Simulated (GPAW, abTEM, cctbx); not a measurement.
## Mg3RuS: the scripts behind a bonding study

Short scripts, each with its output. The start was made by putting kin elements into a known structure type; the compound need not exist, or be stable, in this form.

**1. Relax the structure**

```text
cell
1.0
     4.380000000    0.000000000    0.000000000
     0.000000000    4.380000000    0.000000000
     0.000000000    0.000000000    4.380000000
Ru S Mg
1 1 3
Direct
0.000000000 0.000000000 0.000000000
0.500000000 0.500000000 0.500000000
0.500000000 0.500000000 0.000000000
0.500000000 0.000000000 0.500000000
0.000000000 0.500000000 0.500000000
```

```python
from ase.constraints import FixSymmetry
from ase.filters import FrechetCellFilter
from ase.io import read, write
from ase.optimize import BFGS
from ase.parallel import parprint
from gpaw import GPAW, PW, FermiDirac

atoms = read("start.vasp")
atoms.set_constraint(FixSymmetry(atoms))
atoms.calc = GPAW(mode=PW(570), xc="PBE", kpts={"size": (4, 4, 4), "gamma": True},
                 occupations=FermiDirac(0.1), maxiter=120, symmetry={"tolerance": 1e-5}, txt="relax.txt")
BFGS(FrechetCellFilter(atoms), maxstep=0.15).run(fmax=0.03, steps=40)
parprint("cell  %.4f %.4f %.4f  %.2f %.2f %.2f" % tuple(atoms.cell.cellpar()))
parprint("volume %.3f A^3, largest force %.3f eV/A, largest stress %.2f GPa" % (atoms.get_volume(), abs(atoms.get_forces()).max(), 160.218 * abs(atoms.get_stress()).max()))
atoms.set_constraint()
write("relaxed.vasp", atoms, direct=True)
```

```console
$ OMP_NUM_THREADS=1 mpirun -n 4 gpaw python run.py > gpaw.log
```

```text
      Step        Energy          fmax
BFGS:    0      -16.170995        1.829883
BFGS:    1      -16.309108        1.657781
BFGS:    2      -16.856181        0.767006
BFGS:    3      -17.032437        0.123938
BFGS:    4      -17.038733        0.012077
cell  4.6790 4.6790 4.6790  90.00 90.00 90.00
volume 102.438 A^3, largest force 0.000 eV/A, largest stress 0.09 GPa
```

Time: 66 s on 4 cores of Arm Neoverse N1 (shared host), peak memory 0.81 GiB.

**2. Build the all-electron density and subtract free atoms**

```text
cell
1.0
     4.679012560    0.000000000    0.000000000
     0.000000000    4.679012560    0.000000000
     0.000000000    0.000000000    4.679012560
Ru S Mg
1 1 3
Direct
0.000000000 0.000000000 0.000000000
0.500000000 0.500000000 0.500000000
0.500000000 0.500000000 0.000000000
0.500000000 0.000000000 0.500000000
0.000000000 0.500000000 0.500000000
```

```python
import numpy as np
from ase.io import read
from ase.units import Bohr
from gpaw import GPAW, PW, FermiDirac
from gpaw.calculator import GPAW as OldGPAW
from gpaw.mpi import serial_comm, world
from scipy.special import erfc
from scipy.spatial import cKDTree

atoms = read("cell.vasp")
atoms.calc = GPAW(mode=PW(450), xc="PBE", kpts={"size": (5, 5, 5), "gamma": True},
                 occupations=FermiDirac(0.1), maxiter=120, symmetry={"tolerance": 1e-5}, txt="scf.txt")
atoms.get_potential_energy()
rho = atoms.calc.get_all_electron_density(gridrefinement=2)
moments = atoms.get_magnetic_moments() if atoms.calc.get_number_of_spins() == 2 else np.zeros(len(atoms))
total = atoms.get_magnetic_moment() if moments.any() else 0.0
if world.rank == 0:
    free = OldGPAW(mode=PW(450), xc="PBE", txt=None, communicator=serial_comm)
    neutral = atoms.copy()
    neutral.set_initial_magnetic_moments(None)
    free.initialize(neutral)
    free.set_positions(neutral)
    drho = rho - free.get_all_electron_density(gridrefinement=2)
    # GPAW starts from confined atoms: exchange their smooth part for that of the datasets' free atoms
    h = np.stack(np.meshgrid(*[np.fft.fftfreq(n, 1 / n) for n in drho.shape], indexing="ij"), -1)
    gabs = np.linalg.norm(h @ atoms.cell.reciprocal(), axis=-1)
    tails = np.fft.fftn(free.get_pseudo_density(gridrefinement=2))
    g, form, v0 = np.linspace(0, gabs.max(), 1500), {}, 0
    for e in set(atoms.symbols):
        idx = atoms.symbols.search(e)
        d = free.setups[idx[0]].data
        r, w = d.rgd.r_g * Bohr, d.rgd.r_g**2 * d.rgd.dr_g
        j0 = np.sinc(2 * g[:, None] * r)
        smooth = sum(f * p**2 for f, p in zip(d.f_j, d.phit_jg)) + np.sqrt(4 * np.pi) * d.nct_g
        full = sum(f * p**2 for f, p in zip(d.f_j, d.phi_jg)) + np.sqrt(4 * np.pi) * d.nc_g
        phase = sum(np.exp(-2j * np.pi * h @ s) for s in atoms.get_scaled_positions()[idx])
        tails -= np.interp(gabs, g, j0 @ (smooth * w)) * phase * drho.size / atoms.get_volume()
        form[e] = j0 @ (full * w)
        v0 += 2 * np.pi / 3 * 14.3996 * (full * w * r**2).sum() * len(idx)  # V A^3
    tails *= 0.5 * erfc((gabs - 1.8) / 0.25)  # the tails differ at long wavelengths alone
    drho += np.fft.ifftn(tails).real  # crystal minus superposed spherical free atoms
    np.save("drho.npy", drho)
    dv = atoms.get_volume() / drho.size
    print("grid", drho.shape, " electrons %.3f" % (rho.sum() * dv), " moved by bonding %.3f e" % (abs(drho).sum() * dv / 2))
    pts = np.indices(drho.shape).reshape(3, -1).T / drho.shape @ atoms.cell
    shifts = (np.indices((3, 3, 3)).reshape(3, -1).T - 1) @ atoms.cell
    images = (atoms.positions[None] + shifts[:, None]).reshape(-1, 3)
    dist, idx = cKDTree(images).query(pts, k=4)
    out = drho.ravel()[dist[:, 0] > 0.5]
    print("deformation density beyond 0.5 A of the nuclei: max %.3f, min %.3f e/A^3" % (out.max(), out.min()))
    tie = dist < dist[:, :1] + 1e-4
    q = -np.bincount((idx % len(atoms))[tie], (drho.ravel()[:, None] / tie.sum(1, keepdims=True) * tie)[tie], len(atoms)) * dv
    print("atom        x       y       z   Voronoi charge  moment")
    for a, s, c, m in zip(atoms, atoms.get_scaled_positions(), q, moments):
        print("%-2s%-3d %7.4f %7.4f %7.4f %10.3f %10.2f" % (a.symbol, a.index + 1, *s, c, m))
    np.savez("free.npz", g=g, **form)
    print("mean inner potential of superposed free atoms %.3f V" % (v0 / atoms.get_volume()))
    print("total magnetic moment %.3f muB" % total)
```

```console
$ OMP_NUM_THREADS=1 mpirun -n 4 gpaw python run.py > gpaw.log
```

```text
grid (48, 48, 48)  electrons 96.000  moved by bonding 1.133 e
deformation density beyond 0.5 A of the nuclei: max 0.211, min -0.434 e/A^3
atom        x       y       z   Voronoi charge  moment
Ru1    0.0000  0.0000  0.0000     -0.336       0.00
S 2    0.5000  0.5000  0.5000     -0.322       0.00
Mg3    0.5000  0.5000  0.0000      0.219       0.00
Mg4    0.5000  0.0000  0.5000      0.219       0.00
Mg5    0.0000  0.5000  0.5000      0.219       0.00
mean inner potential of superposed free atoms 13.800 V
total magnetic moment 0.000 muB
```

Time: 21 s.

**3. Fourier-transform the difference**

```python
from cctbx import adptbx, crystal, miller, xray
from cctbx.eltbx import tiny_pse
import numpy as np

cs = crystal.symmetry(unit_cell=(4.679, 4.679, 4.679, 90, 90, 90), space_group_symbol='Hall: -P 4 2 3')  # Pm-3m
atoms = [  # label, site, U (iso, or U11 U22 U33 U12 U13 U23 in A^2), occupancy
    ("Ru1", (0, 0, 0), 0.0000, 1),
    ("S1", (0.5, 0.5, 0.5), 0.0000, 1),
    ("Mg1", (0.5, 0.5, 0), 0.0000, 1),
]
xs = xray.structure(crystal_symmetry=cs)
for label, site, u, occ in atoms:
    u = adptbx.u_cif_as_u_star(cs.unit_cell(), u) if isinstance(u, tuple) else u
    xs.add_scatterer(xray.scatterer(label, site=site, u=u, occupancy=occ))
xs.scattering_type_registry(table="wk1995")
drho = np.load("drho.npy")
T = np.array([[1, 0, 0], [0, 1, 0], [0, 0, 1]])  # conventional axes in terms of the primitive ones
dF = np.fft.ifftn(drho) * 102.43836  # electrons a conventional cell, indexed by primitive hkl
ms = miller.build_set(cs, anomalous_flag=False, d_min=0.9).sort("resolution")
iam = ms.structure_factors_from_scatterers(xs, algorithm="direct").f_calc()
p1 = xs.expand_to_p1()
z = np.array([tiny_pse.table(sc.scattering_type).atomic_number() for sc in p1.scatterers()])
x = np.array(p1.sites_frac())
free = np.load("free.npz")
print("static structure factors of the conventional cell: F in electrons, V (Mott-Bethe) in volts")
print("   h  k  l      d  |F| table  |F| free   |F| DFT   change   |V| free  |V| DFT  change %")
for h, d, table in list(zip(ms.indices(), ms.d_spacings().data(), iam.data()))[:16]:
    df = dF[tuple(np.rint(np.linalg.solve(T, h)).astype(int))]
    phase = np.exp(2j * np.pi * x @ h)
    f = sum(np.interp(1 / d, free["g"], free[sc.scattering_type]) * p for sc, p in zip(p1.scatterers(), phase))
    fz = (z * phase).sum()
    c = 14.3996 * d * d / (np.pi * cs.unit_cell().volume())
    v0, v1 = abs(fz - f) * c, abs(fz - f - df) * c
    print("%4d%3d%3d %7.4f %9.3f %9.3f %9.3f %8.3f %9.3f %8.3f %8s" % (h + (d, abs(table), abs(f), abs(f + df), abs(f + df) - abs(f), v0, v1, "%.1f" % (100 * (v1 / v0 - 1)) if v0 > 0.02 else "-")))
```

```console
$ python run.py
```

```text
static structure factors of the conventional cell: F in electrons, V (Mott-Bethe) in volts
   h  k  l      d  |F| table  |F| free   |F| DFT   change   |V| free  |V| DFT  change %
   0  1  0  4.6790    16.110    16.060    16.138    0.078     0.059    0.135    128.5
   0  1  1  3.3086    40.960    40.909    41.187    0.278     3.473    3.337     -3.9
   1  1  1  2.7014    51.261    51.181    50.638   -0.543     4.186    4.363      4.2
   0  2  0  2.3395    70.719    70.648    70.514   -0.133     6.209    6.241      0.5
   0  2  1  2.0925    14.559    14.527    14.393   -0.133     0.289    0.315      9.1
   1  2  1  1.9102    33.513    33.536    33.396   -0.140     2.361    2.384      1.0
   0  2  2  1.6543    61.017    60.951    60.950   -0.001     4.292    4.292      0.0
   1  2  2  1.5597    13.000    13.029    13.146    0.117     0.323    0.311     -3.9
   0  3  0  1.5597    13.000    13.029    12.864   -0.165     0.323    0.341      5.5
   0  3  1  1.4796    29.722    29.777    29.634   -0.143     1.785    1.799      0.8
   1  3  1  1.4108    39.446    39.385    39.476    0.091     2.192    2.184     -0.4
   2  2  2  1.3507    54.703    54.654    54.727    0.073     3.375    3.369     -0.2
   0  3  2  1.2977    11.909    11.977    11.999    0.021     0.303    0.302     -0.5
   1  3  2  1.2505    27.413    27.477    27.448   -0.029     1.436    1.438      0.1
   0  4  0  1.1697    50.012    49.975    49.893   -0.082     2.818    2.823      0.2
   2  3  2  1.1348    11.185    11.268    11.365    0.096     0.273    0.267     -2.0
```

Time: 0.52 s on 1 core of Arm Neoverse N1 (shared host), peak memory 0.08 GiB.

**4. Propagate a plane wave with and without the bonding term**

```python
import abtem
import numpy as np
from ase.build import make_supercell
from ase.io import read

abtem.config.set({"dask.lazy": False, "fft": "fftw", "diagnostics.progress_bar": False})
M = [[0, 0, -1], [-1, 1, 0], [1, 1, 0]]  # rows: x, y and beam direction in the primitive cell's axes
unit = make_supercell(read("cell.vasp"), M)
unit.set_cell(list(unit.cell.lengths()) + [90, 90, 90], scale_atoms=True)
unit.positions[:, 2] += 0.8271  # keeps atomic planes off the slice boundaries
unit.wrap()
slab = unit * (1, 1, 88)
print(slab.get_chemical_formula(), "| box %.2f x %.2f x %.2f A" % tuple(slab.cell.lengths()))

# change of the potential by bonding, from the DFT deformation density (Poisson's equation term by term)
drho = np.load("drho.npy")
prim = read("cell.vasp")
h = np.stack(np.meshgrid(*[np.fft.fftfreq(n, 1 / n) for n in drho.shape], indexing="ij"), -1).reshape(-1, 3).astype(int)
g2 = ((h @ prim.cell.reciprocal()) ** 2).sum(1)
keep = (g2 > 0) & (g2 < 2.5**2)
shape = (134, 190, 40)
vg = np.zeros(shape, complex)
hm = h[keep] @ np.array(M).T
move = np.exp(-2j * np.pi * hm[:, 2] * (0.8271 / unit.cell[2, 2] - 0.5 / shape[2]))  # the same shift, sampled at mid-points
vg[tuple(hm.T % np.array(shape)[:, None])] = -14.3996 / np.pi * (np.fft.fftn(drho).ravel() / drho.size)[keep] / g2[keep] * move
dV = np.fft.ifftn(vg).real * vg.size
dV = dV.reshape(134, 190, 4, 10).mean(3) * unit.cell[2, 2] / 4  # V A, projected in each slice
dV = np.tile(dV.transpose(2, 0, 1), (88, 1, 1))


def build(atoms):
    p = abtem.Potential(atoms, gpts=(134, 190), slice_thickness=[slab.cell[2, 2] / 352] * 352,
                        parametrization="lobato", projection="infinite", exit_planes=32).build()
    p.array[:] += BONDING * dV
    return p


def potentials():
    yield build(slab)  # atoms at rest


for label, BONDING in (("IAM", 0.0), ("DFT", 1.0)):
    print("=====", label)
    potential = build(slab)
    print("grid", potential.gpts, "slices", potential.num_slices)
    thickness = potential.exit_thicknesses
    wave = abtem.PlaneWave(energy=300000)
    dp = np.mean([wave.multislice(p).diffraction_patterns(max_angle="valid").array for p in potentials()], axis=0)
    hkl = [(0, 0, 0), (0, 0, 1), (1, -1, 0), (1, -1, 1), (0, 0, 2), (1, -1, 2), (2, -2, 0)]
    nx, ny = dp.shape[-2:]
    print("intensity of each beam, fraction of the incident wave")
    print("  t (A)" + "".join("%9s" % " ".join(map(str, h)) for h in hkl) + "  diffuse    total")
    grid = np.zeros((nx, ny), bool)
    grid[nx // 2 % 1::1, ny // 2 % 1::1] = True
    for t, a in list(zip(thickness, dp))[1:]:
        idx = [np.rint(np.array(M) @ np.linalg.solve([[1, 0, 0], [0, 1, 0], [0, 0, 1]], h)).astype(int) for h in hkl]
        print("%7.1f" % t + "".join("%9.5f" % a[nx // 2 + i[0] * 1, ny // 2 + i[1] * 1] for i in idx) + "%9.4f%9.4f" % (a[~grid].sum(), a.sum()))
```

```console
$ python run.py
```

```text
Mg528Ru176S176 | box 4.68 x 6.62 x 582.31 A
===== IAM
grid (134, 190) slices 352
intensity of each beam, fraction of the incident wave
  t (A)    0 0 0    0 0 1   1 -1 0   1 -1 1    0 0 2   1 -1 2   2 -2 0  diffuse    total
   52.9  0.73450  0.00555  0.00139  0.01289  0.01925  0.00092  0.00934   0.0000   0.9975
  105.9  0.50484  0.03202  0.00175  0.01827  0.03674  0.00122  0.01452   0.0000   0.9936
  158.8  0.33349  0.05715  0.00797  0.02334  0.04937  0.00207  0.01379   0.0000   0.9900
  211.7  0.34921  0.07681  0.02905  0.00950  0.03223  0.00518  0.00474   0.0000   0.9871
  264.7  0.38075  0.03590  0.03427  0.00523  0.02139  0.00712  0.00427   0.0000   0.9853
  317.6  0.47813  0.01808  0.02228  0.00309  0.00600  0.00950  0.00157   0.0000   0.9815
  370.6  0.42238  0.02091  0.01366  0.00857  0.01030  0.01167  0.00393   0.0000   0.9797
  423.5  0.29488  0.04734  0.00666  0.02674  0.01958  0.00514  0.01232   0.0000   0.9769
  476.4  0.22662  0.06072  0.01275  0.03071  0.01560  0.00393  0.01268   0.0000   0.9748
  529.4  0.33047  0.06992  0.01848  0.02201  0.00754  0.00158  0.00325   0.0000   0.9725
  582.3  0.46540  0.02893  0.01107  0.01250  0.00727  0.00088  0.00168   0.0000   0.9709
===== DFT
grid (134, 190) slices 352
intensity of each beam, fraction of the incident wave
  t (A)    0 0 0    0 0 1   1 -1 0   1 -1 1    0 0 2   1 -1 2   2 -2 0  diffuse    total
   52.9  0.73038  0.00581  0.00131  0.01365  0.01941  0.00079  0.00942   0.0000   0.9975
  105.9  0.49968  0.03204  0.00213  0.01876  0.03655  0.00138  0.01472   0.0000   0.9936
  158.8  0.34092  0.05387  0.00857  0.02254  0.04780  0.00293  0.01386   0.0000   0.9900
  211.7  0.37206  0.06724  0.03044  0.00858  0.02999  0.00629  0.00460   0.0000   0.9871
  264.7  0.40313  0.02625  0.03722  0.00475  0.02033  0.00686  0.00362   0.0000   0.9853
  317.6  0.47330  0.01418  0.02450  0.00411  0.00877  0.00876  0.00121   0.0000   0.9816
  370.6  0.38347  0.02785  0.01351  0.00897  0.01640  0.01063  0.00539   0.0000   0.9798
  423.5  0.25123  0.06019  0.00418  0.02477  0.02633  0.00405  0.01430   0.0000   0.9771
  476.4  0.23214  0.07008  0.00745  0.02540  0.01860  0.00274  0.01293   0.0000   0.9749
  529.4  0.37866  0.06998  0.01229  0.01432  0.00664  0.00076  0.00285   0.0000   0.9728
  582.3  0.52164  0.02312  0.00576  0.00577  0.00496  0.00069  0.00125   0.0000   0.9714
```

Time: 21 s.

**5. Rock the beam across one reflection**

```python
import abtem
import numpy as np
from ase.build import make_supercell
from ase.io import read

abtem.config.set({"dask.lazy": False, "fft": "fftw", "diagnostics.progress_bar": False})
M = [[0, 0, -1], [-1, 1, 0], [1, 1, 0]]  # rows: x, y and beam direction in the primitive cell's axes
unit = make_supercell(read("cell.vasp"), M)
unit.set_cell(list(unit.cell.lengths()) + [90, 90, 90], scale_atoms=True)
unit.positions[:, 2] += 0.8271  # keeps atomic planes off the slice boundaries
unit.wrap()
slab = unit * (1, 1, 104)
print(slab.get_chemical_formula(), "| box %.2f x %.2f x %.2f A" % tuple(slab.cell.lengths()))

# change of the potential by bonding, from the DFT deformation density (Poisson's equation term by term)
drho = np.load("drho.npy")
prim = read("cell.vasp")
h = np.stack(np.meshgrid(*[np.fft.fftfreq(n, 1 / n) for n in drho.shape], indexing="ij"), -1).reshape(-1, 3).astype(int)
g2 = ((h @ prim.cell.reciprocal()) ** 2).sum(1)
keep = (g2 > 0) & (g2 < 2.5**2)
shape = (104, 148, 40)
vg = np.zeros(shape, complex)
hm = h[keep] @ np.array(M).T
move = np.exp(-2j * np.pi * hm[:, 2] * (0.8271 / unit.cell[2, 2] - 0.5 / shape[2]))  # the same shift, sampled at mid-points
vg[tuple(hm.T % np.array(shape)[:, None])] = -14.3996 / np.pi * (np.fft.fftn(drho).ravel() / drho.size)[keep] / g2[keep] * move
dV = np.fft.ifftn(vg).real * vg.size
dV = dV.reshape(104, 148, 4, 10).mean(3) * unit.cell[2, 2] / 4  # V A, projected in each slice
dV = np.tile(dV.transpose(2, 0, 1), (104, 1, 1))


def build(atoms):
    p = abtem.Potential(atoms, gpts=(104, 148), slice_thickness=[slab.cell[2, 2] / 416] * 416,
                        parametrization="lobato", projection="infinite", exit_planes=104).build()
    p.array[:] += BONDING * dV
    return p


def potentials():
    yield build(slab)  # atoms at rest


for label, BONDING in (("IAM", 0.0), ("DFT", 1.0)):
    print("=====", label)
    potential = build(slab)
    print("grid", potential.gpts, "slices", potential.num_slices)
    thickness = potential.exit_thicknesses
    h = np.array(M) @ np.linalg.solve(np.array([[1, 0, 0], [0, 1, 0], [0, 0, 1]]), [1, -1, 0])
    ix, iy = round(h[0]) * 1, round(h[1]) * 1
    gxy = h[:2] / unit.cell.lengths()[:2]
    along = gxy / np.hypot(*gxy)
    across = np.array([-along[1], along[0]])
    bragg = 500 * abtem.PlaneWave(energy=300000).wavelength * np.hypot(*gxy)
    print("Bragg angle %.3f mrad; beam tilted 46 mrad off the zone axis across the row" % bragg)
    print("dark-field intensity of 1 -1 0 against tilt along the row, in Bragg angles")
    print("  t (A)" + "".join("%8.2f" % s for s in [0.2, 0.4, 0.6, 0.8, 1.0, 1.2, 1.4, 1.6, 1.8, 2.0, 2.2, 2.4, 2.6]))
    rows = []
    row = [(n * ix, n * iy) for n in range(-8, 9)]
    for s in [0.2, 0.4, 0.6, 0.8, 1.0, 1.2, 1.4, 1.6, 1.8, 2.0, 2.2, 2.4, 2.6]:
        tilt = -s * bragg * along + 46 * across
        dp = abtem.PlaneWave(energy=300000, tilt=tuple(tilt)).multislice(potential).diffraction_patterns(max_angle="valid").array
        rows.append(dp[:, dp.shape[1] // 2 + ix, dp.shape[2] // 2 + iy])
        if s == 1.0:
            cx, cy = dp.shape[1] // 2, dp.shape[2] // 2
            share = sum(dp[:, cx + i, cy + j] for i, j in row if abs(i) < cx and abs(j) < cy) / dp.sum(axis=(1, 2))
            total = dp.sum(axis=(1, 2))
    for t, a in list(zip(thickness, np.array(rows).T))[1:]:
        print("%7.1f" % t + "".join("%8.4f" % v for v in a))
    print("at the Bragg tilt, share in the row:", share[1:].round(3).tolist(), "total:", total[1:].round(3).tolist())
```

```console
$ python run.py
```

```text
Mg624Ru208S208 | box 4.68 x 6.62 x 688.18 A
===== IAM
grid (104, 148) slices 416
Bragg angle 2.975 mrad; beam tilted 46 mrad off the zone axis across the row
dark-field intensity of 1 -1 0 against tilt along the row, in Bragg angles
  t (A)    0.20    0.40    0.60    0.80    1.00    1.20    1.40    1.60    1.80    2.00    2.20    2.40    2.60
  172.0  0.0482  0.0507  0.0521  0.0529  0.0531  0.0529  0.0523  0.0511  0.0489  0.0459  0.0420  0.0376  0.0330
  344.1  0.1161  0.1486  0.1670  0.1702  0.1666  0.1698  0.1672  0.1501  0.1183  0.0872  0.0632  0.0408  0.0201
  516.1  0.0980  0.1484  0.1759  0.1500  0.1162  0.1519  0.1807  0.1539  0.1024  0.0586  0.0238  0.0104  0.0082
  688.2  0.0219  0.0348  0.0804  0.0921  0.0382  0.0925  0.0840  0.0383  0.0252  0.0117  0.0023  0.0129  0.0188
at the Bragg tilt, share in the row: [0.7630000114440918, 0.4390000104904175, 0.42399999499320984, 0.5130000114440918] total: [0.9980000257492065, 0.9940000176429749, 0.9900000095367432, 0.9869999885559082]
===== DFT
grid (104, 148) slices 416
Bragg angle 2.975 mrad; beam tilted 46 mrad off the zone axis across the row
dark-field intensity of 1 -1 0 against tilt along the row, in Bragg angles
  t (A)    0.20    0.40    0.60    0.80    1.00    1.20    1.40    1.60    1.80    2.00    2.20    2.40    2.60
  172.0  0.0428  0.0450  0.0462  0.0468  0.0470  0.0469  0.0464  0.0454  0.0435  0.0408  0.0374  0.0335  0.0293
  344.1  0.1082  0.1384  0.1556  0.1585  0.1552  0.1582  0.1558  0.1400  0.1104  0.0816  0.0592  0.0384  0.0192
  516.1  0.0988  0.1500  0.1796  0.1564  0.1236  0.1584  0.1846  0.1558  0.1033  0.0606  0.0266  0.0136  0.0099
  688.2  0.0231  0.0454  0.0984  0.1133  0.0543  0.1134  0.1024  0.0494  0.0270  0.0137  0.0056  0.0169  0.0217
at the Bragg tilt, share in the row: [0.7630000114440918, 0.4390000104904175, 0.42399999499320984, 0.5120000243186951] total: [0.9980000257492065, 0.9940000176429749, 0.9900000095367432, 0.9869999885559082]
```

Time: 47 s.

[Outputs are excerpts: Python notices, other lines and further rows are left out; steps that failed or that the build refused (PBEsol, TPSS) are not shown.]

[Logs are printed without paths, hosts, clocks, repeated set-up lines and the standing remarks that a program may print on its own settings, such as how far it seeks lower states.]
